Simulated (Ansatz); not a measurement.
**How many bands does the GW gap of KMgF3 (Pm-3m) need?**

How do accuracy and time trade against each other in G0W0 on KMgF3 (Pm-3m)?

Method: G0W0 on PBE, plane waves, PAW, in Ansatz 0.2.0.

### Step 1. The starting structure

Symmetry: Pm-3m, No. 221, cubic system. The conventional cell has a = 3.986 Å, b = 3.986 Å, c = 3.986 Å, α = 90.00°, β = 90.00°, γ = 90.00°. K has 12 F at 2.82 Å nearest. Nearest to Mg lie 6 F at 1.99 Å. Nearest to F lie 2 Mg at 1.99 Å and 4 K at 2.82 Å. Farther neighbours and most contacts between anions are not listed.

The cell and positions come from the Crystallography Open Database and are kept as given unless a step says otherwise. The default PAW set here is soft_2. Its files were made with PBE.

### Step 2. 143 empty bands, screening to 100 eV

G0W0 replaces the xc potential by the self-energy, built once from these orbitals. Only a window of levels is corrected, while the sums run over the empty bands that the input names.

Input file input.yaml:

```yaml
crystal:
  lattice:
    - [3.9859, 0.0, 0.0]
    - [0.0, 3.9859, 0.0]
    - [0.0, 0.0, 3.9859]
  atoms:
    - { symbol: K, position: [0.5, 0.5, 0.5] }
    - { symbol: Mg, position: [0.0, 0.0, 0.0] }
    - { symbol: F, position: [0.5, 0.0, 0.0] }
    - { symbol: F, position: [0.0, 0.5, 0.0] }
    - { symbol: F, position: [0.0, 0.0, 0.5] }
kpoints:
  mp_grid: { grid: [4, 4, 4] }
hamiltonian:
  xc: pbe
scf:
  occupations: { method: fixed }
gw:
  n_empty_bands: 143
  ecut_chi: 100.0
  qp_bands: [v2, c2]
  qp_kpoints: band_edges
  screening: { model: contour_deformation }
```

The run is started by

```sh
> ansatz run input.yaml --threads 3 --pin off --max-ram 64512MiB --backend cuda --events-out ev --progress --plain --runs-dir out --devices 1 --max-vram 24GiB  # rebuilt from the run's record
```

Numbers of over 12 decimals in the logs are rounded to 6 here.

Output:

```text
GPUs: using 1 of 1 available (devices: 1).
Engine: ansatz 0.2.0, x86_64-unknown-linux-gnu
Pseudopotentials: kind: paw
Pseudopotential: K, paw, valence charge 9, recommended cutoff 420 eV (normal), K.paw.azcp
Pseudopotential: Mg, paw, valence charge 10, recommended cutoff 420 eV (normal), Mg.paw.azcp
Pseudopotential: F, paw, valence charge 7, recommended cutoff 420 eV (normal), F.paw.azcp
Functional definition: PBE
  parameter kappa = 0.804
  parameter beta = 0.066725
  exchange = pbe_x(kappa = kappa, mu = beta*pi^2/3)
  correlation = pbe_c(beta = beta)
device memory: the entry about to start is reckoned to put 0.6 GiB on a device that reports 70.1 GiB free (of which the cap on the GPU budget leaves the run 24.0 GiB)
GPU FFT provider: cuFFT
GPU libraries: cuBLAS 13.8.2, cuFFT 12.4.0, cuSOLVER 12.3.4
Crystal: 5 atoms, lattice volume = 63.326 Å³
Basis set: ecut = 420 eV, 1237 PW (Γ)
Bands: 25, of which v1, the nominal top of the filled ones, is band 20 counted from 1 (19 counted from 0)
Symmetry: 48 space group operations
Space group: Pm-3m (ITA 221), of the structure as read, at distance tolerance 4.0e-5 Å
k-points: 10 of 64
Non-local potential: K, projectors of the file, l = 0: 3, l = 1: 2, l = 2: 2
Non-local potential: Mg, projectors of the file, l = 0: 3, l = 1: 2, l = 2: 1
Non-local potential: F, projectors of the file, l = 0: 2, l = 1: 2, l = 2: 1
PAW form: soft (Blöchl's): semilocal exchange-correlation on the pseudo side does not see the compensation charge
PAW one-centre angular grid: K, 110 points (default); XC on 64 Gauss nodes
PAW one-centre angular grid: Mg, 110 points (default); XC on 64 Gauss nodes
PAW one-centre angular grid: F, 110 points (default); XC on 64 Gauss nodes
Initial density: superposition of atomic densities (neutral atoms: chi_scale 0, normalization atom), corrected by the library's trained network
Initial wavefunctions: pseudopotential atomic-orbital guess
GPU buffer pool allocated for 19683 grid points (all kernels)
GPU transforms: local potential and band sums: pruned to the plane-wave sphere, on 27×27×27
Functional: x = pbe(κ = 0.804, μ = 0.219515), c = pbe(β = 0.066725)
SCF iter   1: F=—  HF=-5894.699950 eV  |F-HF|=—  |Δ(HF+E_count)|=         —  Δρ=4.88e-4  dr2=3.75e-5  ethr=1.77e-3  ⟨swp⟩=4.0  Hψ=1051  notcnv=0  defer=18
preconditioner: auto → Resta (q_TF=auto, 2.527 Å⁻¹)  ε∞=2.9  [insulator: Δε(μ)=7.328 eV  Ē_g=19.239 eV  n_scr=18 (ndim 8)  ℏωp=26.4 eV  f_vac=0.032  ε∞_Penn≈2.9]
SCF iter   2: F=—  HF=-5894.699844 eV  |F-HF|=—  |Δ(HF+E_count)|=   1.06e-4  Δρ=2.60e-4  dr2=1.44e-5  ethr=9.37e-8  ⟨swp⟩=3.0  Hψ=659  notcnv=0  defer=26
SCF iter   3: F=—  HF=-5894.699980 eV  |F-HF|=—  |Δ(HF+E_count)|=   1.36e-4  Δρ=1.18e-4  dr2=4.94e-6  ethr=3.61e-8  ⟨swp⟩=2.0  Hψ=455  notcnv=0  defer=27
SCF iter   4: F=—  HF=-5894.699982 eV  |F-HF|=—  |Δ(HF+E_count)|=   2.66e-6  Δρ=3.22e-5  dr2=4.81e-7  ethr=1.24e-8  ⟨swp⟩=2.0  Hψ=383  notcnv=0  defer=29
SCF iter   5: F=—  HF=-5894.699983 eV  |F-HF|=—  |Δ(HF+E_count)|=   8.74e-7  Δρ=1.88e-5  dr2=1.26e-7  ethr=1.20e-9  ⟨swp⟩=2.0  Hψ=425  notcnv=0  defer=29
SCF iter   6: F=-5894.699983 eV  HF=-5894.699983 eV  |F-HF|=5.58e-9  |Δ(HF+E_count)|=   1.46e-7  Δρ=4.43e-6  dr2=7.35e-9  ethr=2.50e-10  ⟨swp⟩=8.3  Hψ=1009  notcnv=0
SCF 1 converged in 6 iterations: F = -5894.699983 eV  dr2 = 7.35e-9
  greatest PAW one-centre occupation: 1.000 electrons in one spin orbital (limit 2), on the Mg atom at site 1 (counted from 0), in its partial waves of l = 0
device memory: the entry about to start is reckoned to put 0.7 GiB on a device that reports 70.1 GiB free (of which the cap on the GPU budget leaves the run 24.0 GiB)
NSCF: frozen V_eff on 10 k-points, pencils in batches of 32, up to order 100
the band table was solved once the SCF had ended and its energy, with any forces and stress, was formed, with the checks that follow a solve (1069 applications of the Hamiltonian). They found nothing against the state; the energy, forces and stress were not computed again (output.eigenvalues in the input reference)
device memory: the entry about to start is reckoned to put 2.6 GiB on a device that reports 69.5 GiB free (of which the cap on the GPU budget leaves the run 24.0 GiB)
NSCF: frozen V_eff on 10 k-points
G₀W₀ screening: q 1/10
[... further progress lines ...]
SCF converged after 6 iterations
Free energy (F): -5894.699983 eV
Harris-Foulkes:  -5894.699983 eV  (|F-HF|=5.58e-9)
Internal energy: -5894.699983 eV  (E = F + TS)
E sigma→0 (E₀):  -5894.699983 eV
Fermi energy:    2.851758 eV
--- Per-component energies (eV) ---
  E_band       = -499.951959
  E_kinetic    = 956.903674
  E_local      = -3733.144211  (includes V_loc(G=0)·N_el)
  E_nonlocal   = 327.919334
  E_hartree    = 1358.724153
  E_xc         = -407.276989
  E_vxc        = -513.990604  (∫ρ·V_xc dr)
  E_paw        = -1676.194576  (= ΣΔE_a)
  E_vpaw       = -255.099604  (= ΣTr[D̂ρ^β])
  E_aug_tail   = 0.006186  (compensation charges beyond the density's cutoff)
  E_ewald      = -2721.637555
  E_smearing   = -0.000000  (= −TS)
  E_closure    = -0.000000  (closes the sum)
  Σ components = -5894.699983   (vs F -5894.699983, Δ=0.00e0)
--- Band table (eV; the first three rows and the last of 10) ---
  k-point 0: bands = [... 16 lower, 2.2276, 2.5312, 2.5312, 2.5312, 10.1861, 12.9412, 12.9412, 15.0659, ... 1 higher]
  k-point 1: bands = [... 16 lower, 2.1137, 2.1137, 2.4265, 2.4265, 11.2002, 13.4336, 13.5014, 15.3222, ... 1 higher]
  k-point 2: bands = [... 16 lower, 1.9925, 1.9925, 2.3241, 2.3241, 12.9826, 13.3275, 13.9676, 15.6277, ... 1 higher]
  k-point 9: bands = [... 16 lower, 1.7440, 2.8518, 2.8518, 2.8518, 13.3133, 13.3133, 13.3133, 16.8147, ... 1 higher]
--- G₀W₀: contour deformation, 5 samples at zero and on the imaginary axis and 2 off it, 64 q-points, 143 empty bands' worth ---
  eigenvalues of the whole cell's RPA ε∞ on this k-mesh (on a slab, of 1 + 4πα/V) = 2.0158, 2.0158, 2.0158; static W/v taken at q = 0 is 0.496072
  bands read: the sum over 163 bands ends inside a degenerate multiplet in 5 slots, whose members it reads at an even weight; the widest, k=0: bands 163 to 165 (counted from 1) at 1/3 each
  gw.qp_kpoints: band_edges: 10 of 10 stored k-points solved, in 1 pass; an edge of the gap read off the rows below is read off those points alone
    ik  band        ε_KS         Σx   Σc(E_QP)       V_xc       Z   E_QP_lin       E_QP  E_QP is
     0    19      2.5312   -31.8170     5.3769   -24.0039  0.8150     0.0443     0.0950  root
     0    20      2.5312   -31.8170     5.3769   -24.0039  0.8150     0.0443     0.0950  root
     0    21     10.1861    -7.2223    -3.2942   -11.9018  0.8915    11.5792    11.5714  root
     0    22     12.9412    -5.0390    -3.4183   -10.4662  0.8913    14.9691    14.9500  root
     1    19      2.4265   -31.6282     5.3904   -23.7719  0.8145    -0.0921    -0.0393  root
     1    20      2.4265   -31.6282     5.3904   -23.7719  0.8145    -0.0921    -0.0393  root
     1    21     11.2002    -8.1599    -3.2258   -12.9185  0.8861    12.7429    12.7330  root
     1    22     13.4336    -5.8799    -3.4052   -11.4581  0.8868    15.6302    15.6067  root
     2    19      2.3241   -31.4265     5.4145   -23.5178  0.8137    -0.2252    -0.1702  root
     2    20      2.3241   -31.4265     5.4145   -23.5178  0.8137    -0.2252    -0.1702  root
     2    21     12.9826    -8.0307    -3.2253   -13.0912  0.8801    14.8342    14.8179  root
     2    22     13.3275    -8.6932    -3.4518   -13.9827  0.8796    15.1821    15.1652  root
     3    19      2.2709   -31.3231     5.3885   -23.4324  0.8140    -0.2869    -0.2314  root
     3    20      2.5394   -31.6639     5.4394   -23.7559  0.8136     0.0175     0.0708  root
     3    21     11.9994    -8.4570    -3.2565   -13.3652  0.8829    13.6632    13.6510  root
     3    22     13.8199    -6.3669    -3.4566   -12.0929  0.8840    16.1160    16.0894  root
     4    19      2.1994   -31.2168     5.3882   -23.3121  0.8139    -0.3737    -0.3172  root
     4    20      2.5772   -31.5667     5.4660   -23.6192  0.8130     0.0413     0.0957  root
     4    21     13.5961    -8.6700    -3.4657   -14.2021  0.8780    15.6846    15.6625  root
     4    22     13.6674    -8.1174    -3.3041   -13.3627  0.8778    15.6280    15.6086  root
     5    19      1.9605   -30.6020     5.3706   -22.6382  0.8131    -0.6953    -0.6327  root
     5    20      2.8310   -32.0006     5.4843   -24.0873  0.8133     0.3511     0.4020  root
     5    21     13.7799    -8.4499    -3.4949   -14.3770  0.8773    16.2436    16.2121  root
     5    22     14.5426    -8.1717    -3.4225   -14.0348  0.8741    17.0173    16.9831  root
[...]
8    19      2.5381   -31.4525     5.4501   -23.5153  0.8132    -0.0038     0.0510  root
     8    20      2.8412   -32.0349     5.4884   -24.1195  0.8133     0.3635     0.4142  root
     8    21     13.5472    -7.2844    -3.5147   -13.0750  0.8827    15.8494    15.8232  root
     8    22     13.9833    -6.8257    -3.5573   -12.6010  0.8837    16.2265    16.2012  root
     9    19      2.8518   -32.0690     5.4927   -24.1506  0.8133     0.3754     0.4261  root
     9    20      2.8518   -32.0690     5.4927   -24.1506  0.8133     0.3754     0.4261  root
     9    21     13.3133    -6.2419    -3.5407   -11.9152  0.8876    15.4679    15.4458  root
     9    22     13.3133    -6.2419    -3.5407   -11.9152  0.8876    15.4679    15.4458  root
```

It took 5.4 s on 1 × NVIDIA H100 80GB HBM3 (shared by 3 runs) with 3 threads of AMD EPYC 7R13 (Zen 3), shared host; peak memory 1.1 GiB.

In the SCF lines HF is the Harris–Foulkes energy and dr2 the Hartree energy of the density residual, in eV; the loop may stop once dr2 is under the threshold and the program's other checks hold. Hψ counts applications of the Hamiltonian.

Numbers from this step:

```
bands summed                                 : 163
RPA ε∞ on this mesh (eigenvalues)            : 2.016, 2.016, 2.016
plane waves in the screening matrix          : 147
q-points in the mesh                         : 64
G0W0 gap on the mesh                         : 11.15 eV
k of the valence top                         : -0.5, -0.5, -0.5
k of the conduction bottom                   : 0, 0, 0
starting gap on the mesh                     : 7.334 eV
Z at the valence top                         : 0.8133
Z at the conduction bottom                   : 0.8915
least direct G0W0 gap on the computed points : 11.48 eV
```

The gap on the mesh goes from 7.33 eV to 11.15 eV, a correction of +3.81 eV. Between the two edge states, bare exchange in place of the xc potential would open the gap by 12.60 eV, and correlation takes back 8.79 eV.

### Step 3. 406 empty bands, screening to 200 eV

Bands and screening cutoff are moved together, since each hides the error of the other.

input.yaml: that of step 2 with these lines changed.

```diff
@@ -18,4 +18,4 @@
 gw:
-  n_empty_bands: 143
-  ecut_chi: 100.0
+  n_empty_bands: 406
+  ecut_chi: 200.0
   qp_bands: [v2, c2]
```

Output:

```text
GPUs: using 1 of 1 available (devices: 1).
[...]
GPU FFT provider: cuFFT
GPU libraries: cuBLAS 13.8.2, cuFFT 12.4.0, cuSOLVER 12.3.4
Crystal: 5 atoms, lattice volume = 63.326 Å³
Basis set: ecut = 420 eV, 1237 PW (Γ)
Bands: 25, of which v1, the nominal top of the filled ones, is band 20 counted from 1 (19 counted from 0)
Symmetry: 48 space group operations
[...]
k-points: 10 of 64
[...]
GPU buffer pool allocated for 19683 grid points (all kernels)
[...]
SCF iter   1: F=—  HF=-5894.699950 eV  |F-HF|=—  |Δ(HF+E_count)|=         —  Δρ=4.88e-4  dr2=3.75e-5  ethr=1.77e-3  ⟨swp⟩=4.0  Hψ=1051  notcnv=0  defer=18
[...]
SCF iter   6: F=-5894.699983 eV  HF=-5894.699983 eV  |F-HF|=5.58e-9  |Δ(HF+E_count)|=   1.46e-7  Δρ=4.43e-6  dr2=7.35e-9  ethr=2.50e-10  ⟨swp⟩=8.3  Hψ=1009  notcnv=0
SCF 1 converged in 6 iterations: F = -5894.699983 eV  dr2 = 7.35e-9
[...]
NSCF: frozen V_eff on 10 k-points, pencils in batches of 32, up to order 100
[...]
NSCF: frozen V_eff on 10 k-points
G₀W₀ screening: q 1/10
[... further progress lines ...]
SCF converged after 6 iterations
Free energy (F): -5894.699983 eV
[...]
Internal energy: -5894.699983 eV  (E = F + TS)
E sigma→0 (E₀):  -5894.699983 eV
Fermi energy:    2.851758 eV
[...]
--- Band table (eV; the first three rows and the last of 10) ---
  k-point 0: bands = [... 16 lower, 2.2276, 2.5312, 2.5312, 2.5312, 10.1861, 12.9412, 12.9412, 15.0659, ... 1 higher]
  k-point 1: bands = [... 16 lower, 2.1137, 2.1137, 2.4265, 2.4265, 11.2002, 13.4336, 13.5014, 15.3222, ... 1 higher]
  k-point 2: bands = [... 16 lower, 1.9925, 1.9925, 2.3241, 2.3241, 12.9826, 13.3275, 13.9676, 15.6277, ... 1 higher]
  k-point 9: bands = [... 16 lower, 1.7440, 2.8518, 2.8518, 2.8518, 13.3133, 13.3133, 13.3133, 16.8147, ... 1 higher]
[...]
0    19      2.5312   -31.8170     5.1490   -24.0039  0.8095    -0.1941    -0.1329  root
     0    20      2.5312   -31.8170     5.1490   -24.0039  0.8095    -0.1941    -0.1329  root
     0    21     10.1861    -7.2223    -3.3070   -11.9018  0.8898    11.5659    11.5586  root
     0    22     12.9412    -5.0390    -3.5456   -10.4662  0.8904    14.8390    14.8227  root
     1    19      2.4265   -31.6282     5.1667   -23.7719  0.8091    -0.3265    -0.2631  root
     1    20      2.4265   -31.6282     5.1667   -23.7719  0.8091    -0.3265    -0.2631  root
     1    21     11.2002    -8.1599    -3.2743   -12.9185  0.8841    12.6934    12.6845  root
     1    22     13.4336    -5.8799    -3.5550   -11.4581  0.8856    15.4766    15.4569  root
[...]
9    19      2.8518   -32.0690     5.2694   -24.1506  0.8076     0.1417     0.2028  root
     9    20      2.8518   -32.0690     5.2694   -24.1506  0.8076     0.1417     0.2028  root
     9    21     13.3133    -6.2419    -3.6470   -11.9152  0.8864    15.3588    15.3396  root
     9    22     13.3133    -6.2419    -3.6470   -11.9152  0.8864    15.3588    15.3396  root
```

Wall time 8.3 s (1 × NVIDIA H100 80GB HBM3 (shared by 3 runs) with 3 threads); peak memory 1.4 GiB.

Numbers from this step:

```
bands summed                                 : 426
RPA ε∞ on this mesh (eigenvalues)            : 2.007, 2.007, 2.007
plane waves in the screening matrix          : 437
q-points in the mesh                         : 64
G0W0 gap on the mesh                         : 11.36 eV
k of the valence top                         : -0.5, -0.5, -0.5
k of the conduction bottom                   : 0, 0, 0
starting gap on the mesh                     : 7.334 eV
Z at the valence top                         : 0.8076
Z at the conduction bottom                   : 0.8898
least direct G0W0 gap on the computed points : 11.69 eV
```

Against the run with 4×4×4 mesh, 143 empty bands, screening to 100 eV, the gap moves by +0.21 eV.

### Step 4. Changing the frequency model: 4×4×4 mesh, 406 empty bands, screening to 200 eV, plasmon pole

A plasmon pole stands in for the full frequency dependence of the screening; this run shows what that costs in accuracy.

input.yaml: that of step 3 with these lines changed.

```diff
@@ -22,2 +22,2 @@
   qp_kpoints: band_edges
-  screening: { model: contour_deformation }
+  screening: { model: godby_needs }
```

Output:

```text
GPUs: using 1 of 1 available (devices: 1).
[...]
GPU FFT provider: cuFFT
GPU libraries: cuBLAS 13.8.2, cuFFT 12.4.0, cuSOLVER 12.3.4
Crystal: 5 atoms, lattice volume = 63.326 Å³
Basis set: ecut = 420 eV, 1237 PW (Γ)
Bands: 25, of which v1, the nominal top of the filled ones, is band 20 counted from 1 (19 counted from 0)
Symmetry: 48 space group operations
[...]
k-points: 10 of 64
[...]
1    22     13.4336    -5.8799    -3.5191   -11.4581  0.8940    15.5047    15.4928  root
[...]
9    19      2.8518   -32.0690     5.3495   -24.1506  0.8156     0.2451     0.2829  root
     9    20      2.8518   -32.0690     5.3495   -24.1506  0.8156     0.2451     0.2829  root
     9    21     13.3133    -6.2419    -3.6047   -11.9152  0.8937    15.3935    15.3819  root
     9    22     13.3133    -6.2419    -3.6047   -11.9152  0.8937    15.3935    15.3819  root
[key lines of the parts left out:]
SCF converged after 6 iterations
Free energy (F): -5894.699983 eV
Fermi energy:    2.851758 eV
```

Elapsed: 14 s, on 1 × NVIDIA H100 80GB HBM3 (shared by 3 runs) with 3 threads; peak memory 1.8 GiB; 21 s of CPU time.

Numbers from this step:

```
bands summed                                 : 426
plasmon-pole fit frequency                   : 29.51 eV
RPA ε∞ on this mesh (eigenvalues)            : 2.007, 2.007, 2.007
plane waves in the screening matrix          : 437
G0W0 gap on the mesh                         : 11.30 eV
k of the valence top                         : -0.5, -0.5, -0.5
k of the conduction bottom                   : 0, 0, 0
starting gap on the mesh                     : 7.334 eV
least direct G0W0 gap on the computed points : 11.63 eV
```

Against the run with 4×4×4 mesh, 406 empty bands, screening to 200 eV, the gap moves by −0.06 eV.

### Step 5. Side by side

Times are wall times on 1 × NVIDIA H100 80GB HBM3 (shared by 3 runs) with 3 threads of AMD EPYC 7R13 (Zen 3), shared host, good to a factor of about two.

```csv
mesh,files,frequency,bands summed,cutoff (eV),start (eV),G0W0 (eV),time,host memory (GiB)
4×4×4,default PAW,contour deformation,163,100,7.334,11.145,5.4 s,1.1
4×4×4,default PAW,contour deformation,426,200,7.334,11.356,8.3 s,1.4
4×4×4,default PAW,plasmon pole,426,200,7.334,11.298,14 s,1.8
```

The parts of the quasiparticle energy at the two band edges (eV; QP = start + Σx + Σc − Vxc):

```csv
run,edge,start,Σx,Σc,Vxc,Z,QP
163 bands,valence top,2.85,-32.07,5.49,-24.15,0.81,0.43
163 bands,conduction bottom,10.19,-7.22,-3.29,-11.90,0.89,11.57
426 bands,valence top,2.85,-32.07,5.27,-24.15,0.81,0.20
426 bands,conduction bottom,10.19,-7.22,-3.31,-11.90,0.89,11.56
```

### Step 6. Results

```json
{
 "163 bands, 100 eV": "11.145 eV",
 "426 bands, 200 eV": "11.356 eV",
 "estimated limit in bands and cutoff": "11.49 eV",
 "mesh and start": "4×4×4, PBE"
}
```

In words: A line in one over the bands through the two rungs gives 11.49 eV, +0.13 eV from the top rung; with two points alone it is an unchecked estimate. The rungs stand 0.34 eV (163 bands) and 0.13 eV (426 bands) from it. From 163 to 426 bands the gap moves by +0.21 eV. Σc changes by −0.22 eV at the valence top and −0.01 eV at the conduction bottom, so the valence edge carries most of the change. The plasmon-pole model gives −0.06 eV against contour deformation, 1 % of the correction, and saved no time in this program. The 4×4×4 mesh is coarse for this cell (its supercell is 16 Å along the shortest edge). The RPA ε∞ on it, from the PBE start, is 2.01; such meshes misread the long-range screening, most where the gap is narrow. This is the ideal cubic cell; many perovskites, halides above all, are cubic only on average, and local tilts or off-centring can widen the gap.

[Paths, hosts, dates, memory and timing lines, banners, echoed tables and standing remarks are left out of the program output.]

[Logs are printed without paths, hosts, clocks, repeated set-up lines and the standing remarks that a program may print on its own settings, such as how far it seeks lower states.]

[Runs of the session that timed out or met a known fault of the program may be left out.]

[Cells called generated may have been cut or substituted from an entry of the Crystallography Open Database or the Materials Project.]

[Hosts, paths, dates, database ids (printed as entryN), source tags and the programs' standing remarks are cut or masked in the printed files.]
